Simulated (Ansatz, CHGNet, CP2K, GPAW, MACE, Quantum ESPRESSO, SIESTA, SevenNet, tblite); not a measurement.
## Random packing of 40Si3N4-60SiO2 (mol %) (92 atoms) in tblite

Wanted: tblite inputs and outputs for random packing of 40Si3N4-60SiO2 (mol %) (92 atoms), checked against a plane-wave reference.

Main program and level: tblite 0.8.0; the method is named at each step.

## (1) Starting point

The cell holds 92 atoms: 36 Si, 32 N and 24 O. Its edges and angles: a = 10.618 Å, b = 10.618 Å, c = 10.618 Å, α = 90.0°, β = 90.0°, γ = 90.0°. 92 atoms (36 Si, 32 N, 24 O) packed at random in a cube at 2.56 g/cm³ and pushed apart as soft spheres, cations and anions kept from their own kind; a start for melting by ab initio MD, not an equilibrated structure. Then every atom was moved at random, 0.05 Å r.m.s. a Cartesian component.

The yardstick, on the same geometry:

```
method                 : Kohn-Sham DFT, PBE, PAW, plane waves (Ansatz 0.2.0); cutoff 420 eV, Γ point, fermi-dirac smearing of 0.05 eV; PAW set soft_2
r.m.s. force component : 1.615 eV/Å
longest force          : 5.308 eV/Å
pressure               : -13.61 GPa
SCF cycles             : 12
time                   : 16 s on 4 threads of Arm Neoverse V1, shared host
CPU time               : 61 s
```

## (2) GFN1-xTB

Method: GFN1-xTB tight binding, diagonalisation.

The input, run.py:

```python
import numpy as np
from ase.io import read
from tblite.ase import TBLite

atoms = read("structure.xyz")
atoms.calc = TBLite(method="GFN1-xTB", electronic_temperature=580, accuracy=1.0, max_iterations=250, mixer_damping=0.4, verbosity=1)
energy = atoms.get_potential_energy()
forces = atoms.get_forces()
print(f"energy {energy:.6f} eV")
print("forces (eV/A)")
for i, (a, f) in enumerate(zip(atoms, forces)):
    print(f"{i:4d} {a.symbol:2s} {f[0]:10.5f} {f[1]:10.5f} {f[2]:10.5f}")
stress = -atoms.get_stress(voigt=False) * 160.21766
print("stress (GPa, compression positive)")
for row in stress:
    print(" ".join(f"{x:10.4f}" for x in row))
print("charges (e)")
print(np.array2string(atoms.get_charges(), precision=4, suppress_small=True, max_line_width=110, threshold=100000))
```

The input, structure.xyz:

```xyz
92
Lattice="10.61780 0.00000 0.00000 0.00000 10.61780 0.00000 0.00000 0.00000 10.61780" Properties=species:S:1:pos:R:3 pbc="T T T"
Si 2.24014 2.99295 0.40454
Si 0.18464 6.63676 0.42429
Si 0.52728 10.55048 7.96781
Si 4.89672 8.68791 4.72577
Si 3.80860 6.38969 9.52045
Si 5.67288 5.00279 6.95901
Si 0.28233 2.69257 8.20883
Si 7.64333 3.07300 7.33159
Si 3.77601 1.32712 6.55033
Si 1.92745 7.68623 2.16327
Si 9.16189 7.72519 1.96578
Si 6.93342 9.49199 1.35674
Si 9.56802 2.90684 10.50791
Si 5.95966 10.25308 8.70670
Si 7.31811 4.47700 0.10278
Si 9.34207 5.27237 9.28187
Si 4.74361 0.48959 0.22340
Si 7.01061 7.00775 8.19354
Si 7.99616 4.30488 2.68163
Si 3.07948 4.47084 2.38539
Si 3.96193 6.73190 6.94075
Si 4.98856 3.83207 9.71274
Si 9.76625 10.18927 10.18576
Si 3.72303 3.88250 4.87506
Si 7.31811 9.17527 5.49046
Si 1.54797 1.55837 5.22587
Si 8.02154 5.09782 5.59685
Si 4.69795 10.35299 2.74555
Si 9.78345 8.07017 8.53161
Si 2.44464 8.74450 5.80114
Si 0.15067 5.84244 7.23423
Si 7.89996 1.19482 5.62287
Si 5.49991 5.22587 3.04816
Si 0.29199 8.21223 4.40957
Si 7.87639 1.24483 9.31967
Si 2.80841 2.95621 8.38275
N 6.35274 1.70140 2.10254
N 3.99091 2.21434 9.39951
N 8.20544 6.38884 1.06964
N 1.63249 5.23245 8.01092
N 5.01606 7.08823 5.68870
N 8.37819 7.40061 9.57057
N 9.46152 9.33963 7.45858
N 0.19526 3.91818 2.79206
N 4.45342 3.18916 1.36279
N 8.87775 1.84251 3.52235
N 2.35630 1.68027 2.03267
N 4.85117 2.52300 4.37931
N 8.80534 10.00229 2.37531
N 1.96482 4.03115 5.89192
N 2.18206 10.23248 6.62880
N 2.45898 6.07105 0.58355
N 4.29893 3.17345 6.75335
N 1.49329 9.42786 9.23706
N 10.45779 1.21648 5.96402
N 1.57876 1.27191 9.26403
[... 32 atom lines left out ...]
O 6.63559 3.43571 5.78734
O 5.26229 1.06571 7.71150
O 0.72647 6.78074 3.15986
O 5.37282 7.72169 0.34359
```

Launch:

```sh
> OMP_NUM_THREADS=1 python run.py > output.txt
```

Output:

```text
------------------------------------------------------------
  cycle        total energy    energy error   density error
------------------------------------------------------------
      1     -234.9561282950  -2.3497136E+02   1.0853994E+00
      2     -153.8496465208   8.1106482E+01   1.7750396E+00
      3     -183.7716113607  -2.9921965E+01   9.2253510E-01
      4     -224.2582598773  -4.0486649E+01   8.1201245E-01
      5     -233.7985372143  -9.5402773E+00   7.9227693E-01
      6     -243.4879361839  -9.6893990E+00   6.9080837E-01
      7     -261.8745039563  -1.8386568E+01   4.9585280E-01
      8     -268.3132997917  -6.4387958E+00   3.8023771E-01
      9     -267.5089986755   8.0430112E-01   3.8498263E-01
     10     -267.5034289820   5.5696935E-03   3.6752009E-01
     11     -271.5953020688  -4.0918731E+00   3.0873999E-01
     12     -275.5158720806  -3.9205700E+00   2.3722039E-01
     13     -275.9859209554  -4.7004887E-01   1.8618640E-01
     14     -276.7403488622  -7.5442791E-01   1.6089519E-01
     15     -277.3724423774  -6.3209352E-01   1.3709791E-01
     16     -278.0342394997  -6.6179712E-01   7.5342643E-02
     17     -277.7804515415   2.5378796E-01   9.6380083E-02
     18     -277.9516110098  -1.7115947E-01   8.2996975E-02
     19     -278.1319046901  -1.8029368E-01   6.2495084E-02
     20     -278.2292740002  -9.7369310E-02   5.0778532E-02
     21     -278.3131386889  -8.3864689E-02   3.0487193E-02
     22     -278.3005769201   1.2561769E-02   2.9379437E-02
     23     -278.3267973462  -2.6220426E-02   2.0952494E-02
     24     -278.3508843321  -2.4086986E-02   7.9110809E-03
[...]
33     -278.3540706152  -4.0112902E-05   1.4783232E-03
     34     -278.3541794436  -1.0882841E-04   7.0264709E-04
     35     -278.3542074539  -2.8010276E-05   2.8606898E-04
     36     -278.3542093790  -1.9251019E-06   1.5273009E-04
     37     -278.3542098732  -4.9417770E-07   1.2046367E-04
     38     -278.3542102779  -4.0474919E-07   7.8698748E-05
     39     -278.3542105373  -2.5942791E-07   5.0514770E-05
     40     -278.3542106871  -1.4978878E-07   1.9820089E-05
------------------------------------------------------------
 total:                                   5.620 sec
energy -7574.403879 eV
forces (eV/A)
   0 Si    0.47877   -3.05515    3.66542
   1 Si    1.12883    0.69914   -0.58485
   2 Si    1.46824   -0.77918   -0.18176
   3 Si   -0.50584   -0.61134    0.20552
   4 Si   -0.12018    1.33709    2.58953
   5 Si    0.03705   -3.21854    0.51094
   6 Si   -0.22385   -1.61390    0.09325
   7 Si   -0.41413   -2.89825   -2.61206
   8 Si    2.63421    0.36907    1.41442
   9 Si   -0.33734   -1.09293   -1.60184
  10 Si   -3.36202   -0.47348   -0.56626
  11 Si    0.39190   -0.79307    1.18280
  12 Si    2.42283   -0.38968    3.65138
  13 Si   -1.41127   -0.74928   -1.96998
  14 Si    1.49165    0.22832    0.27796
  15 Si    0.23260    2.05294    2.50975
  16 Si   -0.21786    0.60936   -0.62267
  17 Si    0.61436    2.80961    1.43399
  18 Si   -0.07682    0.80901    0.20135
  19 Si   -0.16655   -0.03400   -1.44953
  20 Si   -4.82414    0.98112   -0.14990
  21 Si    1.24562   -0.98636    4.61090
  22 Si    3.37940    0.89087    2.78882
  23 Si   -0.93091   -0.24806    0.60572
[...]
84 O     0.24977   -2.05133   -3.08160
  85 O     4.08409    2.10480   -0.15023
  86 O     2.71842    1.22341    1.38179
  87 O    -4.45580    0.36308    2.33900
  88 O     1.89833    4.21343    1.19347
  89 O    -2.35672   -1.73692   -2.28587
  90 O     1.76560    4.06302   -0.24746
  91 O    -0.10750   -0.21618   -0.48563
stress (GPa, compression positive)
  -18.9004     0.1362    -1.6665
    0.1362   -17.2128    -0.2887
   -1.6665    -0.2887   -17.4874
charges (e)
[ 0.2871  0.2243  0.3463  0.3674  0.2712  0.503   0.4607  0.3118  0.3871  0.3473  0.2904  0.4302  0.4945
  0.4056  0.2351  0.2724  0.3785  0.3986  0.1588  0.2326  0.3352  0.2874  0.3369  0.1414  0.4802  0.1918
  0.4289  0.1714  0.295   0.2608  0.3063  0.3078  0.335   0.2731  0.4435  0.291  -0.0415 -0.0903 -0.1636
 -0.0802 -0.1725 -0.1963 -0.1456 -0.0979 -0.1923 -0.0871 -0.1556 -0.192   0.0095 -0.134  -0.137  -0.1368
 -0.1496 -0.1151 -0.1522 -0.1954 -0.1312 -0.0569 -0.1196 -0.1579 -0.1043 -0.075  -0.1279 -0.172  -0.0821
 -0.1833 -0.0866 -0.1399 -0.2502 -0.3726 -0.2475 -0.329  -0.3311 -0.251  -0.2783 -0.3983 -0.3506 -0.3106
 -0.3572 -0.2384 -0.2652 -0.3175 -0.369  -0.2905 -0.3883 -0.3229 -0.2282 -0.3671 -0.3101 -0.3407 -0.2974
 -0.4144]
```

It took 6.2 s on 1 thread of Arm Neoverse V1, shared host; peak memory 0.13 GiB.

Banners, paths, timers and routine set-up lines are dropped from the logs unmarked, and long logs keep their key lines alone; longer cuts are marked.

Numbers from this run, and their distance from the reference:

- r.m.s. force component: 1.812 eV/Å
- r.m.s. difference of force components: 629.6 meV/Å
- longest difference of force vectors: 2800 meV/Å
- force difference over r.m.s. force: 38.98 %
- slope of forces against the reference's: 1.054
- correlation of force components: 0.9389
- pressure: -17.87 GPa
- pressure difference: -4.26 GPa

Length of the force difference by element (eV/Å):

```tsv
element	atoms	mean	most
N	32	0.73	1.6
O	24	1.0	2.8
Si	36	1.2	1.9
```

Local excerpt of 9 atoms (numbers count through the whole input) about Si2, picked at random; x, y, z are measured from there.

```tsv
atom	x	y	z	distance (Å)	Mulliken charge (e)	Fx	Fy	Fz (eV/Å)
Si2	0.00	0.00	0.00	0.00	0.22	1.13	0.70	-0.58
N68	0.18	1.78	0.04	1.79	-0.14	-1.11	-1.70	0.83
N52	2.27	-0.57	0.16	2.35	-0.14	-1.39	1.57	0.70
O70	0.34	-2.25	-1.01	2.49	-0.37	-2.35	-1.47	0.73
Si11	-1.64	1.09	1.54	2.50	0.29	-3.36	-0.47	-0.57
Si16	-1.46	-1.36	-1.76	2.66	0.27	0.23	2.05	2.51
Si10	1.74	1.05	1.74	2.68	0.35	-0.34	-1.09	-1.60
N39	-2.60	-0.25	0.65	2.69	-0.16	1.27	0.82	2.21
O91	0.54	0.14	2.74	2.79	-0.30	1.77	4.06	-0.25
```

Atoms are counted from 1 here, from 0 in the log.

Forces lie 39 % from the reference's, at 0.10 times its CPU time (on 1 against 4 cores).

## (3) What came out

* force difference from the reference: tblite GFN1-xTB, 39 %
* its CPU time: 6.2 s

In words: Tight binding differs by 39 % (tblite GFN1-xTB); it is another model, with fitted parameters of its own, and the xTB methods hold dispersion. One electronic-structure run takes under half the reference's CPU time: tblite GFN1-xTB, at 39 % in 6.2 s against 61 s; its pressure misses by -4.3 GPa. Periodic xTB results under one method name differ between programs and library versions. The reference's pressure of -14 GPa belongs to a cell and atoms that aren't relaxed at this level. The electronic-structure runs sample only Γ, in a cell whose shortest periodic width is 11 Å, which is coarse for a cell with partly filled levels.

[Also dropped from logs without a mark: logging warnings of Python, and SIESTA's first energy breakdown and zero terms.]

[Logs are printed without paths, hosts, clocks, repeated set-up lines and the standing remarks that a program may print on its own settings, such as how far it seeks lower states.]

[Hosts, paths, dates, database ids (printed as entryN), source tags and the programs' standing remarks are cut or masked in the printed files.]
